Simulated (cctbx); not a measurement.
## Symmetry from intensities

Cell: a = 7.3320 Å, b = 7.3320 Å, c = 10.3150 Å, α = 90.00°, β = 90.00°, γ = 90.00°. Expected content of the cell: Sb1 K4 Cl12 Al1.

The data are simulated with cctbx, not measured: Mo Kα, λ = 0.71073 Å, to d = 0.6 Å, 80 % of the full sphere, strongest reflection 20000 counts, noise from counting, a 6 % proportional error and a noise floor of 4 counts (s.d.); no absorption.

A first pass over the reflections prints:

```text
8551 reflections to d = 0.601 A
centring   violations  <I/sigma> of those
    A       2911 of  4281      6.9
    B       2940 of  4294      6.9
    C       3027 of  4227      7.0
    I       2814 of  4280      6.2
    R       3964 of  5697      7.3
    F       4439 of  6401      7.0
Laue class    unique    Rint  (classes that these axes allow; Friedel mates merged)
P -1             5131   0.050
P 1 2/m 1        2825   0.056
P 1 1 2/m        2785   0.057
P 2/m 1 1        2825   0.058
P m m m          1569   0.062
P 4/m            1411   0.062
P 4/m m m         852   0.064
space group    extra absences  I>4sigma  <I/sigma>
P 4 2 2                 0          0         -  acentric
P 4 m m                 0          0         -  acentric
P -4 2 m                0          0         -  acentric
P -4 m 2                0          0         -  acentric
P 4/m m m               0          0         -  centric
Wilson B = 1.21 A^2   <|E^2-1|> = 0.814 (0.968 centric, 0.736 acentric)   E^2>4: 1.6 %
shell (A)         n   <I/sigma>
10.32 - 1.20    131     27.7
 1.20 - 0.95    112     28.1
 0.95 - 0.83    105     22.7
 0.83 - 0.76    105     19.8
 0.76 - 0.70    100     20.7
 0.70 - 0.66    101     16.9
 0.66 - 0.63    100     17.2
 0.63 - 0.60     98     15.0
```

Q: Read the symmetry from these tables.

Every centring test has many violations, so the lattice is primitive.

Rint stays low (0.050 to 0.064) up to P 4/m m m, the highest class in these axes.

5 settings pass the absence test. No glide or screw absences show, which leaves P 4 2 2, P 4 m m, P -4 2 m, P -4 m 2 and P 4/m m m.

⟨|E²−1|⟩ = 0.814 lies between the two ideal values. The Wilson B of 1.21 Å² means U ≈ 0.0153 Å².

The true group is P4/mmm (no. 123), Laue class 4/mmm, centrosymmetric. The tables only narrow the choice to the tied entries; cell content, site symmetry and trial solutions must settle it.

The model was made for the exercise: a known structure type with other elements put in, its volume estimated, not relaxed; displacement parameters are assumed.

[Logs are printed without paths, hosts, clocks, repeated set-up lines and the standing remarks that a program may print on its own settings, such as how far it seeks lower states.]
